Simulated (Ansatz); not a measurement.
# How fast states decay through LiCdCl3

A new crystal, LiCdCl3: structure, gap and complex bands. It is built by putting Cl for F, Li for K in the KCdF3 structure of space group Pm-3m, with the volume rescaled by atomic radii. The parent structure comes from the Materials Project.

Method: PBEsol DFT, plane waves, PAW files, in the first sound run; inputs show where later runs differ, in Ansatz 0.2.0.

Report form: the programs' logs are mostly left out.

The structure was built from a prototype and need not be the compound's stable phase.

**1. The starting structure**

It takes space group Pm-3m (No. 221, cubic). Conventional cell: a = 4.486 Å, b = 4.486 Å, c = 4.486 Å, α = 90.00°, β = 90.00°, γ = 90.00°. Li has 12 Cl at 3.17 Å nearest. Nearest to Cd lie 6 Cl at 2.24 Å. Nearest to Cl lie 2 Cd at 2.24 Å. It derives from KCdF3. Cl for F, Li for K in the KCdF3 structure of space group Pm-3m. Farther neighbours and most contacts between anions are not listed.

**2. Cell and atoms at rest**

The substituted atoms don't fit the parent's cell, so cell and atoms relax together. A small smearing keeps the run stable in case the gap closes on the way.

input.yaml reads:

```yaml
crystal:
  lattice:
    - [4.4855953812, 0.0, 0.0]
    - [0.0, 4.4855953812, 0.0]
    - [0.0, 0.0, 4.4855953812]
  atoms:
    - { symbol: Li, position: [0.0, 0.0, 0.0] }
    - { symbol: Cd, position: [0.5, 0.5, 0.5] }
    - { symbol: Cl, position: [0.0, 0.5, 0.5] }
    - { symbol: Cl, position: [0.5, 0.0, 0.5] }
    - { symbol: Cl, position: [0.5, 0.5, 0.0] }
kpoints:
  mp_grid: { grid: [6, 6, 6] }
scf:
  occupations: { method: gaussian, width: 0.03 }
hamiltonian:
  xc: pbesol
output:
  forces: true
  stress: true
relax:
  f_tol: 0.02
  max_steps: 60
  cell: {}
```

The run is started by

```sh
> ansatz run input.yaml --threads 2 --pin off --max-ram 4096MiB --backend cpu --events-out ev --progress --plain --runs-dir out
```

It took 15 s on 2 threads of Arm Neoverse V1, shared host; peak memory 0.41 GiB; 29 s of CPU time.

Step by step:

```csv
step,energy less that of the first step (eV),largest force component (eV/Å),pressure (GPa),volume (Å³)
1,0.0000,0.0000,35.65,90.25
2,-2.1480,0.0000,16.20,104.11
3,-3.1027,0.0000,5.16,119.30
4,-3.2723,0.0000,1.30,128.02
5,-3.2865,0.0000,-0.08,131.93
6,-3.2866,0.0000,0.00,131.68
7*,-3.3177,0.0000,0.51,131.68
8,-3.3203,0.0000,0.08,133.19
9,-3.3204,0.0000,0.00,133.47
10*,-3.3205,0.0000,0.00,133.47
```

Relaxation steps marked * repeat the geometry before them on a plane-wave basis chosen anew for their cell, so energy and pressure can jump there.

Forces are held to the 48 operations that the run works with; a distortion that breaks them can't arise in this run.

```csv
cell as run,before,after,change
a (Å),4.486,5.110,+13.9 %
b (Å),4.486,5.110,+13.9 %
c (Å),4.486,5.110,+13.9 %
volume (Å³/atom),18.05,26.69,+47.9 %
```

The relaxed structure:

```cif
data_structure
_symmetry_space_group_name_H-M 'P 1'
_symmetry_Int_Tables_number 1
_cell_length_a 5.1105
_cell_length_b 5.1105
_cell_length_c 5.1105
_cell_angle_alpha 90.000
_cell_angle_beta 90.000
_cell_angle_gamma 90.000
_cell_volume 133.47
loop_
_atom_site_label
_atom_site_type_symbol
_atom_site_fract_x
_atom_site_fract_y
_atom_site_fract_z
_atom_site_occupancy
Li1 Li 0.00000 0.00000 0.00000 1
Cd2 Cd 0.50000 0.50000 0.50000 1
Cl3 Cl 0.00000 0.50000 0.50000 1
Cl4 Cl 0.50000 0.00000 0.50000 1
Cl5 Cl 0.50000 0.50000 0.00000 1
```

Numbers from this step:

```yaml
free_energy: -11574.8908 eV
fermi_energy: 3.148 eV
pressure: 0.003448 GPa
```

The largest force component on a free atom ends at 3.4e-29 eV/Å.

**3. The bulk crystal and its band edges**

The energy window and the wavevectors of the next steps follow from the band edges, so these are searched first, off the mesh as well.

input.yaml reads:

```yaml
crystal:
  lattice:
    - [5.1104894139, 0.0, 0.0]
    - [0.0, 5.1104894139, 0.0]
    - [0.0, 0.0, 5.1104894139]
  atoms:
    - { symbol: Li, position: [0.0, 0.0, 0.0] }
    - { symbol: Cd, position: [0.5, 0.5, 0.5] }
    - { symbol: Cl, position: [0.0, 0.5, 0.5] }
    - { symbol: Cl, position: [0.5, 0.0, 0.5] }
    - { symbol: Cl, position: [0.5, 0.5, 0.0] }
kpoints:
  mp_grid: { grid: [6, 6, 6] }
  band_path: { path: [VBM, CBM], npoints: 30 }
scf:
  occupations: { method: fixed }
hamiltonian:
  xc: pbesol
output:
  eigenvalues: true
  write_potential: true
  write_density: true
  volumetric_format: npy
```

Elapsed: 6.5 s, on 2 threads; peak memory 0.38 GiB; 13 s of CPU time.

This step gave:

```yaml
fermi_energy: 2.259 eV
gap_on_the_k_mesh: 1.776 eV
gap_on_path: 1.776 eV, by band count; negative where bands overlap
direct_gap_on_path: 2.720 eV
edge_places_on_path: 0, 1.065 1/A along the path
```

The electronic bands at the labelled points (eV, zero at the Fermi level (highest filled level under fixed occupations); v1 is the highest filled band, c1 the lowest empty one):

```csv
point,v4,v3,v2,v1,c1,c2,c3,c4
VBM,-0.40,-0.40,0.00,0.00,4.41,6.23,6.23,6.23
halfway,-1.44,-0.75,-0.63,-0.63,4.22,4.90,6.13,7.16
CBM,-1.07,-0.94,-0.94,-0.94,1.78,3.56,7.80,7.80
```

The searched edges give 1.78 eV, as on the mesh.

**4. Complex bands, plane (001), k-mesh 6×6×6**

This step: PBEsol DFT, plane waves, PAW files; complex bands by layer matching along the plane's normal (Ansatz 0.2.0).

The same crystal is laid in a cell whose first two vectors span the (001) plane (indices of the standard conventional cell, whose axes can be ordered otherwise than in the bulk input). At fixed energy and wavevector in the plane the solver finds all kz, real and complex. A few wavevectors are listed, (0, 0), (-0.5, -0.5) and (0.5, 0) in units of the plane's reciprocal vectors; the slowest state needn't be among them.

input.yaml reads:

```yaml
crystal:
  lattice:
    - [5.110489414, 0.0, 0.0]
    - [0.0, 5.110489414, 0.0]
    - [0.0, 0.0, 5.110489414]
  atoms:
    - { symbol: Li, position: [0.0, 0.0, 0.0] }
    - { symbol: Cd, position: [0.5, 0.5, 0.5] }
    - { symbol: Cl, position: [0.0, 0.5, 0.5] }
    - { symbol: Cl, position: [0.5, 0.0, 0.5] }
    - { symbol: Cl, position: [0.5, 0.5, 0.0] }
kpoints:
  mp_grid: { grid: [6, 6, 6] }
scf:
  occupations: { method: fixed }
hamiltonian:
  xc: pbesol
output:
  eigenvalues: true
  transmission:
    leads: [[0, 0]]
    kpoints: [[0.0, 0.0], [-0.5, -0.5], [0.5, 0.0]]
    e_range: [-1.0, 2.78]
    de: 0.08
```

It took 47 s on 2 threads; peak memory 0.74 GiB; 93 s of CPU time.

Numbers from this step:

| Quantity | Value |
| --- | --- |
| level to which the leads are filled | 0.8882 eV from the Fermi level |
| decay constant at the filling level, zone centre | 0.2124 Å⁻¹ |
| decay constant at the filling level, slowest listed point | 0.2124 Å⁻¹ |

K parallel (0, 0); values up to 1.5 1/Å, a degenerate pair printed once or twice; energies at which all values exceed this have no row. The Im kz of the slowest decaying states by energy, zero at the highest filled level on the SCF mesh:

```csv
energy (eV),decay 1 (Å⁻¹),decay 2 (Å⁻¹),decay 3 (Å⁻¹),decay 4 (Å⁻¹)
-1.00,0.231,0.237,0.677,1.43
-0.84,0.112,0.298,0.373,0.608
-0.60,0.187,0.463,0.474,0.634
-0.44,0.213,0.515,0.532,0.620
-0.28,0.230,0.546,0.587,0.608
-0.04,0.243,0.580,0.591,0.655
0.12,0.247,0.580,0.597,0.694
0.28,0.246,0.570,0.611,0.730
0.52,0.239,0.556,0.627,0.781
0.68,0.231,0.545,0.635,0.814
0.92,0.212,0.530,0.645,0.866
1.08,0.196,0.519,0.649,0.906
1.24,0.176,0.507,0.652,0.968
1.48,0.134,0.488,0.656,1.01
1.64,0.0926,0.475,0.657,1.01
1.80,0.460,0.657,1.01,1.02
2.04,0.435,0.655,1.00,1.02
2.20,0.417,0.654,0.999,1.02
2.36,0.396,0.651,0.996,1.02
2.60,0.361,0.647,0.990,1.01
2.76,0.334,0.643,0.985,1.01
```

K parallel (-0.5, -0.5); values up to 1.5 1/Å, a degenerate pair printed once or twice; energies at which all values exceed this have no row. The Im kz of the slowest decaying states by energy, zero at the highest filled level on the SCF mesh:

```csv
energy (eV),decay 1 (Å⁻¹),decay 2 (Å⁻¹),decay 3 (Å⁻¹),decay 4 (Å⁻¹)
-1.00,0.758,0.861,1.13,1.29
-0.84,0.766,0.860,1.06,1.24
-0.60,0.773,0.857,0.894,1.15
-0.44,0.568,0.774,0.855,1.07
-0.28,0.167,0.774,0.775,0.852
-0.04,0.280,0.532,0.771,0.848
0.12,0.0907,0.328,0.764,0.766
0.28,0.137,0.365,0.761,0.841
0.52,0.183,0.408,0.751,0.835
0.68,0.207,0.431,0.743,0.830
0.92,0.236,0.459,0.729,0.822
1.08,0.253,0.474,0.718,0.817
1.24,0.268,0.486,0.707,0.811
1.48,0.287,0.502,0.688,0.801
1.64,0.298,0.510,0.674,0.794
1.80,0.308,0.517,0.659,0.787
2.04,0.322,0.524,0.635,0.775
2.20,0.329,0.527,0.618,0.767
2.36,0.336,0.530,0.599,0.758
2.60,0.346,0.531,0.569,0.745
2.76,0.351,0.531,0.547,0.735
```

K parallel (0.5, 0); values up to 1.5 1/Å, a degenerate pair printed once or twice; energies at which all values exceed this have no row. Table of Im kz of the slowest decaying states by energy, zero at the highest filled level on the SCF mesh:

```csv
energy (eV),decay 1 (Å⁻¹),decay 2 (Å⁻¹),decay 3 (Å⁻¹),decay 4 (Å⁻¹)
-1.00,0.171,0.588,0.834,0.894
-0.84,0.299,0.347,0.680,0.866
-0.60,0.428,0.465,0.754,0.877
-0.44,0.460,0.536,0.785,0.872
-0.28,0.184,0.484,0.594,0.807
-0.04,0.301,0.510,0.665,0.830
0.12,0.123,0.351,0.523,0.706
0.28,0.182,0.390,0.533,0.744
0.52,0.242,0.435,0.544,0.795
0.68,0.274,0.459,0.548,0.828
0.92,0.316,0.488,0.553,0.824
1.08,0.340,0.504,0.554,0.817
1.24,0.364,0.518,0.554,0.810
1.48,0.397,0.535,0.552,0.799
1.64,0.419,0.544,0.550,0.791
1.80,0.441,0.546,0.551,0.782
2.04,0.475,0.539,0.56,0.768
2.20,0.500,0.533,0.564,0.759
2.36,0.526,0.527,0.568,0.748
2.60,0.515,0.571,0.571,0.732
2.76,0.506,0.572,0.606,0.720
```

At the listed wavevectors the last open channel is at -0.04 eV and the next at +1.80 eV on the grid. At +0.92 eV, the grid energy nearest the filling level (the middle of the gap on the SCF mesh), the slowest state at the listed wavevectors decays with κ = 0.212 Å⁻¹, its amplitude falling by e over 4.7 Å. Through 1 nm of this crystal that state's transmission falls by exp(−2 × 0.212 Å⁻¹ × 10 Å) = 0.014.

**5. Decay over the two-dimensional zone**

The listed points could miss the slowest state, so one energy near mid-gap is solved on a mesh of 8×8.

input.yaml: that of step 4 with these lines changed.

```diff
@@ -19,6 +19,2 @@
   eigenvalues: true
-  transmission:
-    leads: [[0, 0]]
-    kpoints: [[0.0, 0.0], [-0.5, -0.5], [0.5, 0.0]]
-    e_range: [-1.0, 2.78]
-    de: 0.08
+  transmission: { leads: [[0, 0]], kmesh: [8, 8], e_range: [0.89, 0.9], de: 0.05 }
```

Run time: 28 s. Hardware: 2 threads; peak memory 0.75 GiB; 55 s of CPU time.

Numbers from this step:

| Quantity | Value |
| --- | --- |
| least decay constant on the mesh | 0.2151 Å⁻¹ |

Slowest decay constant (1/Å; 0 where a channel is open) over k1 and k2. At 0.8900 eV from the Fermi level.

Values, 8 rows by 8 columns:
```
0.258 0.321 0.398 0.421 0.427 0.421 0.398 0.321
0.292 0.398 0.424 0.470 0.500 0.470 0.424 0.398
0.307 0.421 0.470 0.448 0.299 0.448 0.470 0.421
0.311 0.427 0.500 0.299 0.215 0.299 0.500 0.427
0.307 0.421 0.470 0.448 0.299 0.448 0.470 0.421
0.292 0.398 0.424 0.470 0.500 0.470 0.424 0.398
0.258 0.321 0.398 0.421 0.427 0.421 0.398 0.321
0.233 0.258 0.292 0.307 0.311 0.307 0.292 0.258
```
Columns: k1 (b1) from -0.5 to 0.375; rows upwards: k2 (b2) from -0.5 to 0.375.

The least value on the mesh is 0.215 Å⁻¹ at +0.89 eV. At that energy the listed points give about 0.215 Å⁻¹ by interpolation, so the mesh holds no clearly slower state.

**6. Complex bands, plane (111), k-mesh 8×8×8**

The same for the (111) plane, at (0, 0) and (0.5, 0), to see how the decay depends on direction.

input.yaml reads:

```yaml
crystal:
  lattice:
    - [7.22732344, 0.0, 0.0]
    - [3.61366172, 6.2590457, 0.0]
    - [3.61366172, 2.086348567, 2.950542439]
  atoms:
    - { symbol: Li, position: [0.0, 0.0, 0.0] }
    - { symbol: Cd, position: [0.5, 0.5, 0.5] }
    - { symbol: Cl, position: [0.5, 0.5, 0.0] }
    - { symbol: Cl, position: [0.0, 0.5, 0.0] }
    - { symbol: Cl, position: [0.5, 0.0, 0.0] }
kpoints:
  mp_grid: { grid: [8, 8, 8] }
scf:
  occupations: { method: fixed }
hamiltonian:
  xc: pbesol
output:
  eigenvalues: true
  transmission:
    leads: [[0, 0]]
    kpoints: [[0.0, 0.0], [0.5, 0.0]]
    e_range: [-1.0, 2.78]
    de: 0.06
```

Run time: 1.9 min. Hardware: 2 threads; peak memory 1.2 GiB; 3.7 min of CPU time.

This step gave:

```yaml
decay_constant_at_the_filling_level_zone_centre: 0.2052 Å⁻¹
decay_constant_at_the_filling_level_slowest_listed_point: 0.2052 Å⁻¹
```

K parallel (0, 0); values up to 1.5 1/Å, a degenerate pair printed once or twice; energies at which all values exceed this have no row. Im kz of the slowest decaying states against energy, zero at the highest filled level on the SCF mesh:

```csv
energy (eV),decay 1 (Å⁻¹),decay 2 (Å⁻¹),decay 3 (Å⁻¹),decay 4 (Å⁻¹)
-1.00,0.159,0.620,0.779,1.39
-0.82,0.106,0.271,0.622,0.783
-0.70,0.142,0.332,0.622,0.784
-0.52,0.176,0.397,0.621,0.784
-0.40,0.191,0.431,0.619,0.783
-0.22,0.207,0.269,0.308,0.472
-0.10,0.214,0.361,0.387,0.495
0.02,0.0524,0.219,0.432,0.446
0.08,0.103,0.221,0.462,0.471
0.20,0.157,0.223,0.513,0.515
0.38,0.208,0.223,0.564,0.565
0.50,0.221,0.233,0.579,0.584
0.68,0.215,0.263,0.573,0.596
0.80,0.209,0.279,0.565,0.607
0.98,0.196,0.300,0.552,0.621
1.10,0.186,0.312,0.543,0.629
1.28,0.165,0.328,0.528,0.641
1.40,0.147,0.337,0.517,0.647
1.58,0.109,0.348,0.500,0.656
1.70,0.0694,0.355,0.488,0.662
1.88,0.363,0.468,0.646,0.669
2.00,0.367,0.454,0.633,0.674
2.18,0.373,0.431,0.614,0.680
2.30,0.376,0.415,0.600,0.683
2.48,0.379,0.388,0.578,0.688
2.60,0.368,0.381,0.563,0.691
2.78,0.336,0.382,0.538,0.694
```

K parallel (0, 0). Table of Re kz of states that move upwards by energy, zero at the highest filled level on the SCF mesh:

```csv
energy (eV),channel 1 (Å⁻¹),channel 2 (Å⁻¹),channel 3 (Å⁻¹),channel 4 (Å⁻¹),channel 5 (Å⁻¹)
-1.0000,-0.0757,0.235,0.711,0.711,-
-0.7600,0.399,0.399,0.526,0.784,0.784
-0.5200,0.631,0.631,0.780,0.885,0.885
-0.2200,0.867,0.867,-,-,-
0.0200,-,-,-,-,-
0.2600,-,-,-,-,-
0.5000,-,-,-,-,-
0.7400,-,-,-,-,-
0.9800,-,-,-,-,-
1.2200,-,-,-,-,-
1.5200,-,-,-,-,-
1.7600,-,-,-,-,-
2.0000,0.124,-,-,-,-
2.2400,0.185,-,-,-,-
2.4800,0.235,-,-,-,-
2.7200,0.281,-,-,-,-
```

K parallel (0.5, 0); values up to 1.5 1/Å, a degenerate pair printed once or twice; energies at which all values exceed this have no row. Table of Im kz of the slowest decaying states by energy, zero at the highest filled level on the SCF mesh:

```csv
energy (eV),decay 1 (Å⁻¹),decay 2 (Å⁻¹),decay 3 (Å⁻¹),decay 4 (Å⁻¹)
-1.00,0.0314,0.0979,0.143,0.526
-0.82,0.143,0.274,0.559,1.02
-0.70,0.182,0.342,0.579,1.01
-0.52,0.125,0.316,0.407,0.604
-0.40,0.0447,0.177,0.372,0.439
-0.22,0.226,0.291,0.435,0.476
-0.10,0.250,0.372,0.468,0.496
0.02,0.0725,0.269,0.433,0.496
0.08,0.124,0.277,0.459,0.509
0.20,0.184,0.291,0.503,0.532
0.38,0.242,0.309,0.551,0.556
0.50,0.271,0.319,0.561,0.579
0.68,0.306,0.331,0.573,0.601
0.80,0.325,0.337,0.580,0.614
0.98,0.345,0.350,0.589,0.632
1.10,0.349,0.364,0.594,0.642
1.28,0.353,0.383,0.600,0.656
1.40,0.354,0.394,0.604,0.664
1.58,0.355,0.408,0.608,0.674
1.70,0.355,0.417,0.610,0.671
1.88,0.353,0.428,0.612,0.665
2.00,0.351,0.434,0.613,0.660
2.18,0.347,0.442,0.614,0.651
2.30,0.342,0.447,0.615,0.645
2.48,0.335,0.453,0.615,0.633
2.60,0.328,0.456,0.614,0.625
2.78,0.317,0.460,0.610,0.614
```

At the listed wavevectors the last open channel is at -0.04 eV and the next at +1.82 eV on the grid. At +0.86 eV, the grid energy nearest the filling level (the middle of the gap on the SCF mesh), the slowest state at the listed wavevectors decays with κ = 0.205 Å⁻¹, its amplitude falling by e over 4.9 Å; the first such run, plane (001), gave 0.212 Å⁻¹.

**7. Band edges at another level, cutoff 1387.78 eV**

This step: PBEsol DFT, plane waves, norm-conserving files (Ansatz 0.2.0).

The edges again with norm-conserving files, at the same atoms. Against that run the cutoff is 1388 eV against 420.

input.yaml reads:

```yaml
crystal:
  lattice:
    - [5.1104894139, 0.0, 0.0]
    - [0.0, 5.1104894139, 0.0]
    - [0.0, 0.0, 5.1104894139]
  atoms:
    - { symbol: Li, position: [0.0, 0.0, 0.0] }
    - { symbol: Cd, position: [0.5, 0.5, 0.5] }
    - { symbol: Cl, position: [0.0, 0.5, 0.5] }
    - { symbol: Cl, position: [0.5, 0.0, 0.5] }
    - { symbol: Cl, position: [0.5, 0.5, 0.0] }
kpoints:
  mp_grid: { grid: [6, 6, 6] }
  band_path: { path: [VBM, CBM], npoints: 30 }
scf:
  occupations: { method: fixed }
hamiltonian:
  xc: pbesol
  pseudopotentials: { kind: nc }
output:
  eigenvalues: true
```

It took 30 s on 2 threads; peak memory 0.75 GiB.

Numbers from this step:

| Quantity | Value |
| --- | --- |
| free energy | -6303.1435 eV |
| Fermi energy | 2.270 eV |
| gap on the k-mesh | 1.783 eV |
| gap on path | 1.783 eV, by band count; negative where bands overlap |
| direct gap on path | 2.718 eV |

Electronic bands along the path, in eV, zero at the Fermi level (highest filled level under fixed occupations); v1 is the highest filled band, c1 the lowest empty one:

```csv
point,v4,v3,v2,v1,c1,c2,c3,c4
VBM,-0.39,-0.39,0.00,0.00,4.42,6.24,6.24,6.24
halfway,-1.44,-0.74,-0.62,-0.62,4.22,4.91,6.14,7.17
CBM,-1.06,-0.94,-0.94,-0.94,1.78,3.57,7.82,7.82
```

The searched edges give 1.78 eV, as on the mesh.

**8. Complex bands at another level**

This step: PBEsol DFT, plane waves, norm-conserving files; complex bands by layer matching along the plane's normal (Ansatz 0.2.0).

The complex bands at that level, over its own gap, at (0, 0) and (-0.5, -0.5).

input.yaml: that of step 7 with these lines changed.

```diff
@@ -2,5 +2,5 @@
   lattice:
-    - [5.1104894139, 0.0, 0.0]
-    - [0.0, 5.1104894139, 0.0]
-    - [0.0, 0.0, 5.1104894139]
+    - [5.110489414, 0.0, 0.0]
+    - [0.0, 5.110489414, 0.0]
+    - [0.0, 0.0, 5.110489414]
   atoms:
@@ -13,3 +13,2 @@
   mp_grid: { grid: [6, 6, 6] }
-  band_path: { path: [VBM, CBM], npoints: 30 }
 scf:
@@ -21 +20,6 @@
   eigenvalues: true
+  transmission:
+    leads: [[0, 0]]
+    kpoints: [[0.0, 0.0], [-0.5, -0.5]]
+    e_range: [-1.0, 2.78]
+    de: 0.08
```

It took 0.17 s on 2 threads; peak memory 0.18 GiB.

The program refused the input before any cycle.

The program's message: “Error: memory limit exceeded: the `transmission` phase of `transmission` needs 4.72 GiB against the run's memory maximum of 4.00 GiB; largest carriers: transmission 4.37 GiB, unmodelled-tail allowance …”

**9. Summary of results**

```json
{"band gap": "1.78 eV", "least decay constant at mid-gap, normal to (001)": "0.212 Å⁻¹", "least decay constant at mid-gap, normal to (111)": "0.205 Å⁻¹", "least decay constant on a mesh, normal to (001)": "0.215 Å⁻¹"}
```

What this shows: With PBEsol, the slowest decay at the wavevectors tried is κ = 0.205 Å⁻¹, normal to (111). Through such a film the transmission near mid-gap falls as exp(−2κd), a factor of ten every 5.6 Å. The directions tried decay at nearly the same rate. A free electron under a barrier of half the gap would need a mass of 0.18 mₑ to decay at this rate. The compound is made up by substitution; its stability against other phases and against distortions of the cell's symmetry was not tested. A semilocal functional narrows gaps, so real decay constants are likely larger.

[Logs are printed without paths, hosts, clocks, repeated set-up lines and the standing remarks that a program may print on its own settings, such as how far it seeks lower states.]

[Hosts, paths, dates, database ids (printed as entryN), source tags and the programs' standing remarks are cut or masked in the printed files.]
